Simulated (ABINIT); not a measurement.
# GaN (F-43m): G0W0 with ABINIT, start to end, part 3 of 3

How does a plane-wave GW calculation on GaN (F-43m) run from the first input to the gap?

ABINIT 10.8.3; LDA and many-body steps on it, plane waves. Known limits of the many-body steps: not at the basis limit; no spin-orbit coupling.

So far. Step 4 (Empty states on the mesh, 6×6×6 mesh, 99 bands): On this mesh the gap is 1.753 eV. Step 5 (Screening, 6×6×6 mesh, 91 bands, screening to 179.6 eV): Local fields lower ε∞ by 7 %.

**6. Self-energy, 6×6×6 mesh, 91 bands, screening to 179.6 eV**

The self-energy is evaluated for the states that the input lists, and the levels follow from it, in one-shot runs by the linearised quasiparticle equation.

This step: G0W0 on LDA, plane waves, norm-conserving pseudopotentials.

Contents of run.abi:

```
acell 3*1.0 Angstrom
rprim 
  0.000000000000 2.253500607500 2.253500607500
  2.253500607500 0.000000000000 2.253500607500
  2.253500607500 2.253500607500 0.000000000000
ntypat 2
znucl 31 7
natom 2
typat 1 2
xred 
  0.000000000000 0.000000000000 0.000000000000
  0.750000000000 0.750000000000 0.750000000000
pp_dirpath "pseudos"
pseudos "Ga.upf, N.upf"
ecut 45
ngkpt 6 6 6
nshiftk 1
shiftk 0 0 0
kptopt 1
chksymbreak 0
istwfk *1
occopt 1
irdwfk 1
optdriver 4
nband 91
gwcalctyp 0
ecutsigx 45
symsigma 1
nkptgw 16
kptgw 
  0.0000000000 0.0000000000 0.0000000000
  0.1666666667 0.0000000000 0.0000000000
  0.3333333333 0.0000000000 0.0000000000
  0.5000000000 0.0000000000 0.0000000000
  0.1666666667 0.1666666667 0.0000000000
  0.3333333333 0.1666666667 0.0000000000
  0.5000000000 0.1666666667 0.0000000000
  -0.3333333333 0.1666666667 0.0000000000
  -0.1666666667 0.1666666667 0.0000000000
  0.3333333333 0.3333333333 0.0000000000
  0.5000000000 0.3333333333 0.0000000000
  -0.3333333333 0.3333333333 0.0000000000
  0.5000000000 0.5000000000 0.0000000000
  0.5000000000 0.3333333333 0.1666666667
  -0.3333333333 0.3333333333 0.1666666667
  -0.3333333333 0.5000000000 0.1666666667
bdgw 
  11 18
  11 18
  11 18
  11 18
  11 18
  11 18
  11 18
  11 18
  11 18
  11 18
  11 18
  11 18
  11 18
  11 18
  11 18
  11 18
ecuteps 6.6
irdscr 1
ppmodel 1
indata_prefix "in"
outdata_prefix "out"
tmpdata_prefix "tmp"
```

On the command line:

```sh
$ OMP_NUM_THREADS=1 mpirun -n 4 abinit run.abi > log
```

Numbers of over 12 decimals in the logs are rounded to 6 here.

Log:

```text
.Version 10.8.3 of ABINIT. v10.8.2 released Aug 2026.

 Symmetries : space group F-4 3 m (#216); Bravais cF (face-center cubic)
[... echo of the input left out ...]
== DATASET  1 ==================================================================
-   mpi_nproc: 4, omp_nthreads: 1 (-1 if OMP is not activated)

--- !DatasetInfo
iteration_state: {dtset: 1, }
dimensions: {natom: 2, nkpt: 16, mband: 91, nsppol: 1, nspinor: 1, nspden: 1, mpw: 2252, }
cutoff_energies: {ecut:  45.0, pawecutdg:  -1.0, }
electrons: {nelect:   2.60000000E+01, charge:   0.00000000E+00, occopt:   1.00000000E+00, tsmear:   1.00000000E-02, }

 SIGMA: Calculation of the GW corrections

 Based on a program developped by R.W. Godby, V. Olevano, G. Onida, and L. Reining.
 Incorporated in ABINIT by V. Olevano, G.-M. Rignanese, and M. Torrent.
.Using double precision arithmetic ; gwpc =  8

[... cell and pseudopotentials left out ...]
--------------------------------------------------------------------------------

 ==== K-mesh for the wavefunctions ====
 Number of points in the irreducible wedge :    16
[... list of points left out ...]
 Together with 24 symmetry operations and time-reversal symmetry
 yields   216 points in the full Brillouin Zone.

 ==== Q-mesh for screening function ====
 Number of points in the irreducible wedge :    16
[... list of points left out ...]
 Together with 24 symmetry operations and time-reversal symmetry
 yields   216 points in the full Brillouin Zone.

 vcoul_init : cutoff-mode = AUXILIARY_FUNCTION
 q-points for optical limit:   1
     1)      0.000010    0.000020    0.000030
 setmesh: FFT mesh size selected  =    40x   40x   40
          total number of points  =        64000

 Number of electrons calculated from density =   26.0000; Expected =   26.0000
 average of density, n =  0.168335
 r_s =    1.1235
 omega_plasma =   39.5770 [eV]

 === KS Band Gaps ===
  >>>> For spin  1
   Minimum direct gap =   1.7525 [eV], located at k-point      :   0.0000  0.0000  0.0000
   Fundamental gap    =   1.7525 [eV], Top of valence bands at :   0.0000  0.0000  0.0000
                                       Bottom of conduction at :   0.0000  0.0000  0.0000
 SIGMA fundamental parameters:
 PLASMON POLE MODEL  1
 number of plane-waves for SigmaX                 2229
 number of plane-waves for SigmaC and W            137
 number of plane-waves for wavefunctions          2229
 number of bands                                    91
 number of independent spin polarizations            1
 number of spinorial components                      1
 number of k-points in IBZ                          16
 number of q-points in IBZ                          16
 number of symmetry operations                      24
 number of k-points in BZ                          216
 number of q-points in BZ                          216
 number of frequencies for dSigma/dE                 9
 frequency step for dSigma/dE [eV]                0.25
 number of omega for Sigma on real axis              0
 max omega for Sigma on real axis  [eV]           0.00
 zcut for avoiding poles [eV]                     0.10

 EPSILON^-1 parameters (SCR file):
 dimension of the eps^-1 matrix on file            137
 dimension of the eps^-1 matrix used               137
 number of plane-waves for wavefunctions          2229
 number of bands                                    91
 number of q-points in IBZ                          16
 number of frequencies                               2
 number of real frequencies                          1
 number of imag frequencies                          1

 matrix elements of self-energy operator (all in [eV])

 Perturbative Calculation

--- !SelfEnergy_ee
iteration_state: {dtset: 1, }
kpoint     : [   0.000,    0.000,    0.000, ]
spin       : 1
KS_gap     :    1.753
QP_gap     :    2.906
Delta_QP_KS:    1.153
data: !SigmaeeData |
     Band     E0 <VxcDFT>   SigX SigC(E0)      Z dSigC/dE  Sig(E)    E-E0       E
       11   6.481 -18.919 -22.472   2.864   0.794  -0.260 -19.466  -0.547   5.934
       12   6.481 -18.919 -22.472   2.864   0.794  -0.260 -19.466  -0.547   5.934
       13   6.481 -18.919 -22.472   2.864   0.794  -0.260 -19.466  -0.547   5.934
       14   8.234 -14.570 -10.224  -3.609   0.821  -0.218 -13.965   0.606   8.840
       15  16.638 -13.685  -7.116  -5.100   0.849  -0.177 -12.437   1.248  17.885
       16  16.638 -13.685  -7.116  -5.100   0.849  -0.177 -12.437   1.248  17.885
       17  16.638 -13.685  -7.116  -5.100   0.849  -0.177 -12.437   1.248  17.885
       18  23.781 -12.194  -4.688  -6.310   0.786  -0.272 -11.254   0.940  24.721

--- !SelfEnergy_ee
iteration_state: {dtset: 1, }
kpoint     : [   0.167,    0.000,    0.000, ]
spin       : 1
KS_gap     :    3.595
QP_gap     :    4.879
Delta_QP_KS:    1.285
data: !SigmaeeData |
     Band     E0 <VxcDFT>   SigX SigC(E0)      Z dSigC/dE  Sig(E)    E-E0       E
       11   4.205 -17.462 -21.378   3.039   0.793  -0.261 -18.158  -0.696   3.509
       12   6.208 -18.613 -22.245   2.915   0.794  -0.260 -19.181  -0.569   5.639
[...]
--- !SelfEnergy_ee
iteration_state: {dtset: 1, }
kpoint     : [   0.333,    0.000,    0.000, ]
spin       : 1
KS_gap     :    5.157
QP_gap     :    6.622
Delta_QP_KS:    1.465
data: !SigmaeeData |
     Band     E0 <VxcDFT>   SigX SigC(E0)      Z dSigC/dE  Sig(E)    E-E0       E
[...]
--- !SelfEnergy_ee
iteration_state: {dtset: 1, }
kpoint     : [   0.500,    0.000,    0.000, ]
spin       : 1
KS_gap     :    5.526
QP_gap     :    7.025
Delta_QP_KS:    1.499
data: !SigmaeeData |
     Band     E0 <VxcDFT>   SigX SigC(E0)      Z dSigC/dE  Sig(E)    E-E0       E
[...]
--- !SelfEnergy_ee
iteration_state: {dtset: 1, }
kpoint     : [   0.167,    0.167,    0.000, ]
spin       : 1
KS_gap     :    4.630
QP_gap     :    5.980
Delta_QP_KS:    1.351
data: !SigmaeeData |
     Band     E0 <VxcDFT>   SigX SigC(E0)      Z dSigC/dE  Sig(E)    E-E0       E
[...]
--- !SelfEnergy_ee
iteration_state: {dtset: 1, }
kpoint     : [   0.333,    0.167,    0.000, ]
spin       : 1
KS_gap     :    6.332
QP_gap     :    7.826
Delta_QP_KS:    1.495
data: !SigmaeeData |
     Band     E0 <VxcDFT>   SigX SigC(E0)      Z dSigC/dE  Sig(E)    E-E0       E
[...]
--- !SelfEnergy_ee
iteration_state: {dtset: 1, }
kpoint     : [   0.500,    0.167,    0.000, ]
spin       : 1
KS_gap     :    7.112
QP_gap     :    8.697
Delta_QP_KS:    1.585
data: !SigmaeeData |
     Band     E0 <VxcDFT>   SigX SigC(E0)      Z dSigC/dE  Sig(E)    E-E0       E
[...]
--- !SelfEnergy_ee
iteration_state: {dtset: 1, }
kpoint     : [  -0.333,    0.167,    0.000, ]
spin       : 1
KS_gap     :    6.881
QP_gap     :    8.507
Delta_QP_KS:    1.626
data: !SigmaeeData |
     Band     E0 <VxcDFT>   SigX SigC(E0)      Z dSigC/dE  Sig(E)    E-E0       E
[...]
--- !SelfEnergy_ee
iteration_state: {dtset: 1, }
kpoint     : [  -0.167,    0.167,    0.000, ]
spin       : 1
KS_gap     :    5.150
QP_gap     :    6.594
Delta_QP_KS:    1.444
data: !SigmaeeData |
     Band     E0 <VxcDFT>   SigX SigC(E0)      Z dSigC/dE  Sig(E)    E-E0       E
[...]
--- !SelfEnergy_ee
iteration_state: {dtset: 1, }
kpoint     : [   0.333,    0.333,    0.000, ]
spin       : 1
KS_gap     :    6.313
QP_gap     :    7.687
Delta_QP_KS:    1.374
data: !SigmaeeData |
     Band     E0 <VxcDFT>   SigX SigC(E0)      Z dSigC/dE  Sig(E)    E-E0       E
[...]
--- !SelfEnergy_ee
iteration_state: {dtset: 1, }
kpoint     : [   0.500,    0.333,    0.000, ]
spin       : 1
KS_gap     :    6.772
QP_gap     :    8.155
Delta_QP_KS:    1.383
data: !SigmaeeData |
     Band     E0 <VxcDFT>   SigX SigC(E0)      Z dSigC/dE  Sig(E)    E-E0       E
[...]
--- !SelfEnergy_ee
iteration_state: {dtset: 1, }
kpoint     : [  -0.333,    0.333,    0.000, ]
spin       : 1
KS_gap     :    7.473
QP_gap     :    8.927
Delta_QP_KS:    1.454
data: !SigmaeeData |
     Band     E0 <VxcDFT>   SigX SigC(E0)      Z dSigC/dE  Sig(E)    E-E0       E
[...]
--- !SelfEnergy_ee
iteration_state: {dtset: 1, }
kpoint     : [   0.500,    0.500,    0.000, ]
spin       : 1
KS_gap     :    6.009
QP_gap     :    7.316
Delta_QP_KS:    1.307
data: !SigmaeeData |
     Band     E0 <VxcDFT>   SigX SigC(E0)      Z dSigC/dE  Sig(E)    E-E0       E
[...]
--- !SelfEnergy_ee
iteration_state: {dtset: 1, }
kpoint     : [   0.500,    0.333,    0.167, ]
spin       : 1
KS_gap     :    7.753
QP_gap     :    9.258
Delta_QP_KS:    1.505
data: !SigmaeeData |
     Band     E0 <VxcDFT>   SigX SigC(E0)      Z dSigC/dE  Sig(E)    E-E0       E
[...]
--- !SelfEnergy_ee
iteration_state: {dtset: 1, }
kpoint     : [  -0.333,    0.333,    0.167, ]
spin       : 1
KS_gap     :    8.829
QP_gap     :   10.354
Delta_QP_KS:    1.525
data: !SigmaeeData |
     Band     E0 <VxcDFT>   SigX SigC(E0)      Z dSigC/dE  Sig(E)    E-E0       E
[...]
--- !SelfEnergy_ee
iteration_state: {dtset: 1, }
kpoint     : [  -0.333,    0.500,    0.167, ]
spin       : 1
KS_gap     :    8.689
QP_gap     :   10.220
Delta_QP_KS:    1.531
data: !SigmaeeData |
     Band     E0 <VxcDFT>   SigX SigC(E0)      Z dSigC/dE  Sig(E)    E-E0       E
[...]
14  11.705 -13.609  -8.571  -4.168   0.826  -0.211 -12.891   0.718  12.424
       15  14.226 -16.552  -9.953  -5.001   0.815  -0.226 -15.249   1.303  15.529
       16  17.604 -13.627  -6.878  -5.607   0.815  -0.226 -12.695   0.932  18.536
       17  17.720 -14.111  -6.987  -5.823   0.809  -0.236 -13.058   1.053  18.774
       18  21.034 -15.156  -7.004  -6.553   0.800  -0.251 -13.877   1.278  22.313

 New Fermi energy :        2.714619E-01 Ha ,    7.386856E+00 eV

 === QP Band Gaps ===
  >>>> For spin  1
   Minimum direct gap =   2.9057 [eV], located at k-point      :   0.0000  0.0000  0.0000
   Fundamental gap    =   2.9057 [eV], Top of valence bands at :   0.0000  0.0000  0.0000
                                       Bottom of conduction at :   0.0000  0.0000  0.0000

== END DATASET(S) ==============================================================
================================================================================

 -outvars: echo values of variables after computation  --------
           etotal      0.0000000000E+00
            nband          91
             nkpt          16
          spgroup         216
 [... the other variables as echoed above ...]

 Calculation completed.
```

Run time: 4.4 min. Hardware: 4 MPI ranks of Arm Neoverse V1, shared host; peak memory 1.3 GiB.

This step gave:

- G0W0 gap on the mesh: 2.906 eV
- starting gap on the mesh: 1.753 eV
- k of the valence top: 0, 0, 0
- k of the conduction bottom: 0, 0, 0
- Z at the valence top: 0.794
- Z at the conduction bottom: 0.821
- least direct G0W0 gap on the computed points: 2.906 eV

The gap on the mesh goes from 1.75 eV to 2.91 eV, a correction of +1.15 eV.

Limits: finite bands, cutoff and mesh; no spin-orbit coupling. v1 is the top filled band, c1 the lowest empty one. The levels before and after the correction (eV, zero at the valence-band top of each column):

|  | conduction bottom | valence top |
| --- | --- | --- |
| Kohn-Sham | 1.75 | 0.00 |
| G0W0 | 2.91 | 0.00 |

|  | level | energy (eV) |
| --- | --- | --- |
| Kohn-Sham | Γ v3-v1 | 0.000 |
| Kohn-Sham | Γ c1 | 1.753 |
| Kohn-Sham | Γ c2-c4 | 10.156 |
| G0W0 | Γ v3-v1 | 0.000 |
| G0W0 | Γ c1 | 2.906 |
| G0W0 | Γ c2-c4 | 11.951 |

**7. Where the time went**

Times are wall times on 4 MPI ranks of Arm Neoverse V1, shared host, good to a factor of about two.

| step | time | share | memory (GiB) |
| --- | --- | --- | --- |
| ground state | 15 s | 4 % | 0.29 |
| bands along the symmetry lines | 12 s | 3 % | 0.28 |
| empty states on the mesh | 40 s | 10 % | 1.3 |
| screening | 85 s | 20 % | 0.91 |
| self-energy | 4.4 min | 64 % | 1.3 |

**8. Summary of results**

```json
{
  "LDA gap": "1.75 eV, direct",
  "G0W0 gap on the mesh": "2.91 eV",
  "GW settings": "6×6×6 mesh, 91 bands, screening to 179.6 eV, Godby-Needs plasmon pole",
  "known limits": "not at the basis limit; no spin-orbit coupling"
}
```

What this shows: G0W0 moves the gap on the mesh from 1.75 eV to 2.91 eV (+1.15 eV), with Z of 0.79 and 0.82 at the edges. Local fields lower the RPA ε∞ on this mesh from 6.97 to 6.51. The dearest step here is «self-energy». Against experiment, by G0W0@LDA: the direct gap of 2.91 eV lies −0.32 eV from the measured 3.23 eV (exciton, 300 K, on 3C-SiC/Si(001), 2022). An exciton line or allowed optical edge lies below the quasiparticle gap by the binding energy; a forbidden edge can push the onset above it. The calculation has static nuclei and no excitons; a measured gap holds zero-point and thermal motion, which mostly lowers it. Against the values above the computed gap that would widen the miss. A likelier cause is too strong a screening: the start's gap is only 1.75 eV, and one shot does not repair that. Bands and cutoff are finite, so the gap is not at the basis limit. The miss can reach some tenths of an eV and take either sign; the mesh is an error of its own. The many-body steps are scalar-relativistic: spin-orbit coupling is not in them.

[Paths, hosts, dates, memory and timing lines, banners, echoed tables and standing remarks are left out of the program output.]

[Logs are printed without paths, hosts, clocks, repeated set-up lines and the standing remarks that a program may print on its own settings, such as how far it seeks lower states.]

[Runs of the session that timed out or met a known fault of the program may be left out.]

[No measured gap is set beside runs whose start may be inverted or whose files or cutoffs have a known fault.]

[Hosts, paths, dates, database ids (printed as entryN), source tags and the programs' standing remarks are cut or masked in the printed files.]

[G0W0 gaps are taken among the corrected bands and points alone; a level outside them can change the order at an edge.]

[Where Ansatz stands beside ABINIT at settings called matched, ABINIT's density can come from a denser mesh and the files from another edition; pairs whose starting gaps differed by over 0.03 eV were left out, so agreement reads better than it is.]
